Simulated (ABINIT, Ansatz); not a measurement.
# KBr (Fm-3m): one start, several treatments of the self-energy

Wanted: the gap of KBr (Fm-3m) under several approximations, with cost.

Method: LDA and many-body steps on it, plane waves, in ABINIT 10.8.3.

This is a report of a sequence of runs, with most program output left out.

### Step 1. Set-up

It takes space group Fm-3m (No. 225, cubic). Conventional cell: a = 6.600 Å, b = 6.600 Å, c = 6.600 Å, α = 90.00°, β = 90.00°, γ = 90.00°. Nearest to K lie 6 Br at 3.30 Å. Nearest to Br lie 6 K at 3.30 Å. Farther neighbours and most contacts between anions are not listed.

The cell and positions come from the Crystallography Open Database and are kept as given unless a step says otherwise.

### Step 2. Empty states on the mesh, 4×4×4 mesh, 230 bands

This step: ABINIT 10.8.3; DFT, LDA, plane waves, norm-conserving pseudopotentials.

The sums over transitions need many empty states on a uniform mesh; this step solves for them.

File run.abi:

```
acell 3*1.0 Angstrom
rprim 
  0.000000000000 3.300000000000 3.300000000000
  3.300000000000 0.000000000000 3.300000000000
  3.300000000000 3.300000000000 0.000000000000
ntypat 2
znucl 19 35
natom 2
typat 1 2
xred 
  0.000000000000 0.000000000000 0.000000000000
  0.500000000000 0.500000000000 0.500000000000
pp_dirpath "pseudos"
pseudos "K.upf, Br.upf"
ecut 32
ngkpt 4 4 4
nshiftk 1
shiftk 0 0 0
kptopt 1
chksymbreak 0
irdden 1
istwfk *1
nband 230
prtvol 0
optdriver 6
gwr_task "HDIAGO"
paral_kgb 0
occopt 1
indata_prefix "in"
outdata_prefix "out"
tmpdata_prefix "tmp"
```

Started as:

```sh
$ OMP_NUM_THREADS=1 mpirun -n 4 abinit run.abi > log
```

Elapsed: 1.8 min, on 4 MPI ranks of Arm Neoverse V2, shared host; peak memory 4.1 GiB.

Numbers from this step:

| Quantity | Value |
| --- | --- |
| gap | 4.032 eV |
| k of the valence top | 0, 0, 0 |
| k of the conduction bottom | 0, 0, 0 |
| least direct gap | 4.032 eV |
| k points computed | 8 |
| lowest point of the top converged band, above the valence top | 112.5320 eV |

On this mesh the gap is 4.032 eV.

The density comes from a self-consistent run that is not shown.

### Step 3. Screening, 4×4×4 mesh, 95 bands, screening to 141.5 eV

The RPA dielectric matrix is built and inverted for each q.

This step: RPA screening on LDA, plane waves, norm-conserving pseudopotentials.

Changes to run.abi since step 2:

```diff
@@ -20,10 +20,11 @@
 chksymbreak 0
-irdden 1
 istwfk *1
-nband 230
-prtvol 0
-optdriver 6
-gwr_task "HDIAGO"
-paral_kgb 0
 occopt 1
+irdwfk 1
+optdriver 3
+nband 95
+ecuteps 5.2
+inclvkb 2
+awtr 1
+symchi 1
 indata_prefix "in"
```

Elapsed: 21 s, on 4 MPI ranks; peak memory 0.96 GiB.

This step gave:

| Property | Result |
| --- | --- |
| ε∞ with local fields, on this mesh, along the program's q direction | 2.499 |
| the same without local fields | 2.994 |
| plasma frequency | 17.52 eV |
| plane waves in the screening matrix | 283 |

Local fields lower ε∞ by 17 %.

### Step 4. G0W0, Godby-Needs plasmon pole

The self-energy is evaluated for the states that the input lists, and the levels follow from it, in one-shot runs by the linearised quasiparticle equation.

This step: G0W0 on LDA, plane waves, norm-conserving pseudopotentials.

Changes to run.abi since step 3:

```diff
@@ -23,8 +23,15 @@
 irdwfk 1
-optdriver 3
+optdriver 4
 nband 95
+gwcalctyp 0
+ecutsigx 32
+symsigma 1
+nkptgw 1
+kptgw 
+  0.0000000000 0.0000000000 0.0000000000
+bdgw 
+  6 12
 ecuteps 5.2
-inclvkb 2
-awtr 1
-symchi 1
+irdscr 1
+ppmodel 1
 indata_prefix "in"
```

It took 6.7 s on 4 MPI ranks; peak memory 0.98 GiB; 26 s of CPU time.

Numbers from this step:

* G0W0 gap on the points computed: 6.785 eV
* starting gap on the mesh: 4.032 eV
* k of the valence top: 0, 0, 0
* k of the conduction bottom: 0, 0, 0
* Z at the valence top: 0.81
* Z at the conduction bottom: 0.861
* least direct G0W0 gap on the computed points: 6.785 eV

The gap on the mesh goes from 4.03 eV to 6.79 eV, a correction of +2.75 eV.

### Step 5. G0W0, Engel-Farid plasmon pole

Changes to run.abi since step 4:

```diff
@@ -35,3 +35,3 @@
 irdscr 1
-ppmodel 1
+ppmodel 4
 indata_prefix "in"
```

The job ended after 4.5 s (4 MPI ranks; peak memory 0.81 GiB).

Numbers from this step:

```
G0W0 gap on the points computed              : 6.842 eV
starting gap on the mesh                     : 4.032 eV
k of the valence top                         : 0, 0, 0
k of the conduction bottom                   : 0, 0, 0
Z at the valence top                         : 0.819
Z at the conduction bottom                   : 0.868
least direct G0W0 gap on the computed points : 6.842 eV
```

Against G0W0 in ABINIT (4×4×4 mesh, 95 bands, screening to 141.5 eV, Godby-Needs plasmon pole), the gap moves by +0.057 eV.

### Step 6. G0W0, von der Linden-Horsch plasmon pole

Changes to run.abi since step 5:

```diff
@@ -35,3 +35,3 @@
 irdscr 1
-ppmodel 4
+ppmodel 3
 indata_prefix "in"
```

Wall time 4.5 s (4 MPI ranks); peak memory 0.81 GiB; 18 s of CPU time.

This step gave:

```yaml
g0w0_gap_on_the_points_computed: 6.972 eV
starting_gap_on_the_mesh: 4.032 eV
k_of_the_valence_top: 0, 0, 0
k_of_the_conduction_bottom: 0, 0, 0
least_direct_g0w0_gap_on_the_computed_points: 6.972 eV
```

Against G0W0 in ABINIT (4×4×4 mesh, 95 bands, screening to 141.5 eV, Godby-Needs plasmon pole), the gap moves by +0.187 eV.

### Step 7. One-shot Hartree-Fock

This step: one-shot Hartree-Fock on LDA, plane waves, norm-conserving pseudopotentials.

Changes to run.abi since step 6:

```diff
@@ -24,4 +24,4 @@
 optdriver 4
-nband 95
-gwcalctyp 0
+nband 12
+gwcalctyp 5
 ecutsigx 32
@@ -33,5 +33,4 @@
   6 12
-ecuteps 5.2
-irdscr 1
-ppmodel 3
+ixc_sigma 40
+fftgw 31
 indata_prefix "in"
```

Elapsed: 2.3 s, on 4 MPI ranks; peak memory 0.18 GiB; 8.7 s of CPU time.

This step gave:

- quasiparticle gap on the points computed: 11.97 eV
- starting gap on the mesh: 4.032 eV
- k of the valence top: 0, 0, 0
- k of the conduction bottom: 0, 0, 0
- least direct quasiparticle gap on the computed points: 11.97 eV

Against G0W0 in ABINIT (4×4×4 mesh, 95 bands, screening to 141.5 eV, Godby-Needs plasmon pole), the gap moves by +5.190 eV.

### Step 8. Screening, 4×4×4 mesh, 95 bands, screening to 141.5 eV

This step: RPA screening on LDA, plane waves, norm-conserving pseudopotentials.

Changes to run.abi since step 7:

```diff
@@ -23,14 +23,14 @@
 irdwfk 1
-optdriver 4
-nband 12
-gwcalctyp 5
-ecutsigx 32
-symsigma 1
-nkptgw 1
-kptgw 
-  0.0000000000 0.0000000000 0.0000000000
-bdgw 
-  6 12
-ixc_sigma 40
-fftgw 31
+optdriver 3
+nband 95
+ecuteps 5.2
+inclvkb 2
+awtr 1
+symchi 1
+gwcalctyp 2
+nfreqre 16
+freqremax 40 eV
+nfreqim 8
+spmeth 1
+nomegasf 120
 indata_prefix "in"
```

Elapsed: 39 s, on 4 MPI ranks; peak memory 1.4 GiB.

This step gave:

* ε∞ with local fields, on this mesh, along the program's q direction: 2.509
* the same without local fields: 3.006
* plasma frequency: 17.52 eV
* plane waves in the screening matrix: 283

### Step 9. G0W0, contour deformation

This step: G0W0 on LDA, plane waves, norm-conserving pseudopotentials.

Changes to run.abi since step 8:

```diff
@@ -23,14 +23,14 @@
 irdwfk 1
-optdriver 3
+optdriver 4
 nband 95
+gwcalctyp 2
+ecutsigx 32
+symsigma 1
+nkptgw 1
+kptgw 
+  0.0000000000 0.0000000000 0.0000000000
+bdgw 
+  6 12
 ecuteps 5.2
-inclvkb 2
-awtr 1
-symchi 1
-gwcalctyp 2
-nfreqre 16
-freqremax 40 eV
-nfreqim 8
-spmeth 1
-nomegasf 120
+irdscr 1
 indata_prefix "in"
```

It took 5.5 s on 4 MPI ranks; peak memory 1 GiB.

This step gave:

| Item | Value |
| --- | --- |
| G0W0 gap on the points computed | 6.744 eV |
| starting gap on the mesh | 4.032 eV |
| k of the valence top | 0, 0, 0 |
| k of the conduction bottom | 0, 0, 0 |
| least direct G0W0 gap on the computed points | 6.744 eV |

Against G0W0 in ABINIT (4×4×4 mesh, 95 bands, screening to 141.5 eV, Godby-Needs plasmon pole), the gap moves by −0.041 eV.

### Step 10. Side by side

Times are wall times on 4 MPI ranks of Arm Neoverse V2, shared host, good to a factor of about two. A run's time includes the screening step that it read.

| run | mesh | bands | screening cutoff (eV) | DFT gap (eV) | gap on the mesh (eV) | direct (eV) | ε∞ used | time |
| --- | --- | --- | --- | --- | --- | --- | --- | --- |
| G0W0, Godby-Needs plasmon pole | 4×4×4 | 95 | 141.5 | 4.032 | 6.785 | 6.785 | 2.50 | 27 s |
| G0W0, Engel-Farid plasmon pole | 4×4×4 | 95 | 141.5 | 4.032 | 6.842 | 6.842 | 2.50 | 25 s |
| G0W0, von der Linden-Horsch plasmon pole | 4×4×4 | 95 | 141.5 | 4.032 | 6.972 | 6.972 | 2.50 | 25 s |
| one-shot Hartree-Fock | 4×4×4 | - | - | 4.032 | 11.975 | 11.975 | - | 2.3 s |
| G0W0, contour deformation | 4×4×4 | 95 | 141.5 | 4.032 | 6.744 | 6.744 | 2.51 | 45 s |

### Step 11. Outcome

| Item | Value |
| --- | --- |
| G0W0, Godby-Needs plasmon pole | 6.785 eV |
| G0W0, Engel-Farid plasmon pole | 6.842 eV |
| G0W0, von der Linden-Horsch plasmon pole | 6.972 eV |
| one-shot Hartree-Fock | 11.975 eV |
| G0W0, contour deformation | 6.744 eV |
| known limits | not at the basis limit; no spin-orbit coupling |

G0W0, Engel-Farid plasmon pole: +0.057 eV against G0W0, Godby-Needs plasmon pole. G0W0, von der Linden-Horsch plasmon pole: +0.187 eV against G0W0, Godby-Needs plasmon pole. One-shot Hartree-Fock: +5.190 eV against G0W0, Godby-Needs plasmon pole. G0W0, contour deformation: −0.041 eV against G0W0, Godby-Needs plasmon pole. Bare exchange alone opens the gap to 11.97 eV; against G0W0, correlation takes back 5.19 eV. Bands and cutoff are finite, so the gap is not at the basis limit. The miss can reach some tenths of an eV and take either sign; the mesh is an error of its own. In the G0W0 runs levels were corrected at 1 k point alone, so a gap called «on the mesh» is the least over those, and an edge elsewhere would be missed. The many-body steps are scalar-relativistic: spin-orbit coupling is not in them.

[Paths, hosts, dates, memory and timing lines, banners, echoed tables and standing remarks are left out of the program output.]

[Logs are printed without paths, hosts, clocks, repeated set-up lines and the standing remarks that a program may print on its own settings, such as how far it seeks lower states.]

[Runs of the session that timed out or met a known fault of the program may be left out.]

[Hosts, paths, dates, database ids (printed as entryN), source tags and the programs' standing remarks are cut or masked in the printed files.]

[G0W0 gaps are taken among the corrected bands and points alone; a level outside them can change the order at an edge.]

[Where Ansatz stands beside ABINIT at settings called matched, ABINIT's density can come from a denser mesh and the files from another edition; pairs whose starting gaps differed by over 0.03 eV were left out, so agreement reads better than it is.]
